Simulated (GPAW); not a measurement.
# CsH (honeycomb monolayer): G0W0 with GPAW, start to end, part 2 of 2

Wanted: ground state, empty states, screening and self-energy for CsH (honeycomb monolayer).

GPAW 26.7.0; LDA and many-body steps on it, plane waves. Known limits of the many-body steps: not at the basis limit; no spin-orbit coupling.

So far. Step 3 (Ground state): The gap is indirect, with the least direct gap 0.79 eV higher. Step 4 (Empty states on the mesh, 6×6×1 mesh, 396 bands): On this mesh the gap is 2.450 eV.

## Step 5: Screening and self-energy, 6×6×1 mesh, 179 bands, screening to 48 eV

G0W0 replaces the xc potential by the self-energy, built once from these orbitals. Only a window of levels is corrected, while the sums run over the empty bands that the input names.

This step: G0W0 on LDA, plane waves, PAW.

File run.py:

```python
import json
import numpy as np
from gpaw.mpi import world
from gpaw.response.g0w0 import G0W0

gw = G0W0('full.gpw',
    filename='gw',
    kpts=[0, 2, 4],
    bands=(3, 7),
    ecut=48,
    nbands=179,
    truncation='2D',
    integrate_gamma='sphere',
    q0_correction=True,
    frequencies={'type': 'nonlinear', 'domega0': 0.15, 'omega2': 15.0},
    eta=0.1,
    nblocksmax=True)
gw.calculate()
res = {mode: {k: v for k, v in r.items() if k != 'sigma_eskwn'}
       for mode, r in gw.all_results.items()}

if world.rank == 0:
    with open('result.json', 'w') as f:
        json.dump(res, f, default=lambda x: x.tolist())
```

Launch:

```sh
> mpirun -n 4 gpaw python run.py
```

Numbers of over 12 decimals in the logs are rounded to 6 here.

The program printed:

```text
Using integrator: PointIntegrator
NonLinearFrequencyDescriptor(from 0.000 to 69.859 eV, 160 points)
Nonperiodic BCs:  [False False  True]
Using integrator: PointIntegrator
NonLinearFrequencyDescriptor(from 0.000 to 69.859 eV, 160 points)
Nonperiodic BCs:  [False False  True]
Applying analytical 2D correction to W:
    Evaluating Gamma point contribution to W on a 15x15x1 grid
  ___  _ _ _
 |   || | | |
 | | || | | |
 |__ ||_____|
 |___|

BZ k-points: Symmetries present (total): 6

  [... matrices ...]
36 k-points: 6 x 6 x 1 Monkhorst-Pack grid + [1/12,1/12,0.000000]
7 k-points in the irreducible part of the Brillouin zone
       k-points in crystal coordinates                weights
   0:     0.00000000    0.00000000    0.00000000          1/36
   1:     0.16666667    0.00000000    0.00000000          6/36
   2:     0.33333333   -0.16666667    0.00000000          6/36
   3:     0.33333333    0.00000000    0.00000000          6/36
   4:     0.33333333    0.33333333    0.00000000          2/36
   5:     0.50000000    0.33333333    0.00000000         12/36
   6:     0.50000000    0.50000000    0.00000000          3/36

Distributing spins, k-points and bands (1 x 3 x 4) over 1 process
Number of blocks: 4

Quasi particle states:
k-points (IBZ indices): [0, 2, 4]
Band range: (3, 7)
  [... matrices ...]
Computational parameters:
Plane wave cut-off: 48 eV
Number of bands: 179
Coulomb cutoff: 2D
Broadening: 0.1 eV

fxc modes: GW
Kernel: RPA
Using full-frequency real axis integration
Summing all q:

Calculating screened Coulomb potential
2D Coulomb truncation
NonLinearFrequencyDescriptor(from 0.000 to 69.859 eV, 160 points)
Removing empty qpoint cache files...

Calculating chi0 body with:
    Ground state adapter containing:
    Number of spins: 1
    Number of kpoints: 36
    Number of irreducible kpoints: 7
    Number of completely occupied states: 5
    Number of partially occupied states: 5
    Occupied states memory: 4.18701171875 M / cpu

    Linear response parametrization:
    q_c: [1.3877787807814457e-17, 1.3877787807814457e-17, 0.0]
    Number of frequency points: 160
    Planewave cutoff: 48.0
    Number of bands: 179
    Number of planewaves: 175
    Broadening (eta): 0.1
    comm.size: 4
    kncomm.size: 1
    blockcomm.size: 4

    Memory estimate of potentially large arrays:
        chi0_wGG: 18.692017 M / cpu
Integrating chi0 body.

Symmetries of q_c:
    Direct symmetries (Uq -> q): 6
    Indirect symmetries (TUq -> q): 6
In total 12 allowed symmetries.

  [... matrices ...]
7 groups of equivalent kpoints. 80.555556% reduction.

Integral kind: spectral function
Integrating chi0 head and wings.

Symmetries of q_c:
    Direct symmetries (Uq -> q): 6
    Indirect symmetries (TUq -> q): 6
In total 12 allowed symmetries.

  [... matrices ...]
7 groups of equivalent kpoints. 80.555556% reduction.

Integral kind: spectral function wings

Calculating chi0 body with:
    Ground state adapter containing:
    Number of spins: 1
    Number of kpoints: 36
    Number of irreducible kpoints: 7
    Number of completely occupied states: 5
    Number of partially occupied states: 5
[... the further q-points ...]

Results:
f:      Occupation numbers
eps:     KS-eigenvalues [eV]
vxc:     KS vxc [eV]
exx:     Exact exchange [eV]
sigma:   Self-energies [eV]
dsigma:  Self-energy derivatives
Z:       Renormalization factors
qp:      QP-energies [eV]

k-point 0 (0): (0.000, 0.000, 0.000)                GW
band       f     eps     vxc     exx   sigma  dsigma       Z      qp
                                                                   GW
   3   1.000  -9.803 -17.138 -21.431   1.707  -0.249   0.800 -11.872
   4   1.000  -2.811  -8.945 -12.443   1.327  -0.395   0.717  -4.367
   5   0.000   0.710  -3.104  -1.261  -0.931  -0.110   0.901   1.532
   6   0.000   1.217  -3.238  -1.161  -1.084  -0.109   0.901   2.113

k-point 1 (2): (0.333, -0.167, 0.000)                GW
band       f     eps     vxc     exx   sigma  dsigma       Z      qp
                                                                   GW
   3   1.000  -9.868 -16.987 -21.303   1.718  -0.227   0.815 -11.985
   4   1.000  -2.190  -9.869 -13.250   1.249  -0.373   0.728  -3.743
   5   0.000   1.048  -4.364  -1.829  -1.309  -0.142   0.875   2.121
   6   0.000   1.443  -4.193  -1.550  -1.346  -0.139   0.878   2.583

k-point 2 (4): (0.333, 0.333, 0.000)                GW
band       f     eps     vxc     exx   sigma  dsigma       Z      qp
                                                                   GW
   3   1.000 -10.016 -16.626 -20.983   1.721  -0.236   0.809 -12.149
   4   1.000  -1.740 -10.529 -13.842   1.216  -0.332   0.751  -3.313
   5   0.000   2.054  -6.054  -2.556  -1.888  -0.189   0.841   3.408
   6   0.000   2.065  -5.779  -2.286  -1.709  -0.170   0.855   3.590
```

The job ended after 1.8 min (4 MPI ranks of Arm Neoverse V1, shared host; peak memory 2 GiB).

This step gave:

| Property | Result |
| --- | --- |
| G0W0 gap on the points computed | 4.845 eV |
| least direct G0W0 gap on the computed points | 5.864 eV |
| Z at the valence top | 0.7506 |
| Z at the conduction bottom | 0.9012 |
| starting gap on the mesh | 2.450 eV |
| k of the valence top | 0.3333, 0.3333, 0 |
| k of the conduction bottom | 0, 0, 0 |

The gap on the mesh goes from 2.45 eV to 4.85 eV, a correction of +2.40 eV.

Limits: finite bands, cutoff and mesh; no spin-orbit coupling. v1 is the top filled band, c1 the lowest empty one. Levels before and after the correction, in eV, zero at the valence-band top of each column:

```
           conduction bottom  valence top
Kohn-Sham               2.45         0.00
     G0W0               4.85         0.00
```

```
                        level  energy (eV)
Kohn-Sham                Γ v2       -8.063
Kohn-Sham                Γ v1       -1.071
Kohn-Sham                Γ c1        2.450
Kohn-Sham                Γ c2        2.956
Kohn-Sham  (0.333 0.333 0) v2       -8.277
Kohn-Sham  (0.333 0.333 0) v1        0.000
Kohn-Sham  (0.333 0.333 0) c1        3.794
Kohn-Sham  (0.333 0.333 0) c2        3.805
     G0W0                Γ v2       -8.559
     G0W0                Γ v1       -1.054
     G0W0                Γ c1        4.845
     G0W0                Γ c2        5.426
     G0W0  (0.333 0.333 0) v2       -8.836
     G0W0  (0.333 0.333 0) v1        0.000
     G0W0  (0.333 0.333 0) c1        6.721
     G0W0  (0.333 0.333 0) c2        6.904
```

## Step 6: Where the time went

Times are wall times on 4 MPI ranks of Arm Neoverse V1, shared host, good to a factor of about two.

```
                     step     time  share  memory (GiB)
               relaxation     42 s    7 %           1.2
             ground state    8.8 s    1 %          0.87
 empty states on the mesh  7.6 min   74 %             2
screening and self-energy  1.8 min   18 %           2.0
```

## Step 7: Outcome

| Item | Value |
| --- | --- |
| LDA gap | 2.45 eV, indirect |
| G0W0 gap on the mesh | 4.85 eV |
| GW settings | 6×6×1 mesh, 179 bands, screening to 48 eV, full frequency, Hilbert transform |
| known limits | not at the basis limit; no spin-orbit coupling |

**Reading.** G0W0 moves the gap on the mesh from 2.45 eV to 4.85 eV (+2.40 eV), with Z of 0.75 and 0.90 at the edges. Only 3 of the mesh's irreducible points were corrected, so a valley elsewhere could overtake. The dearest step here is «empty states on the mesh». Bands and cutoff are finite, so the gap is not at the basis limit. The miss can reach some tenths of an eV and take either sign; the mesh is an error of its own. These stock PAW sets were not made for GW. In the G0W0 run levels were corrected at 3 k points alone, so a gap called «on the mesh» is the least over those, and an edge elsewhere would be missed. The many-body steps are scalar-relativistic: spin-orbit coupling is not in them.

[Paths, hosts, dates, memory and timing lines, banners, echoed tables and standing remarks are left out of the program output.]

[Logs are printed without paths, hosts, clocks, repeated set-up lines and the standing remarks that a program may print on its own settings, such as how far it seeks lower states.]

[Runs of the session that timed out or met a known fault of the program may be left out.]

[Hosts, paths, dates, database ids (printed as entryN), source tags and the programs' standing remarks are cut or masked in the printed files.]
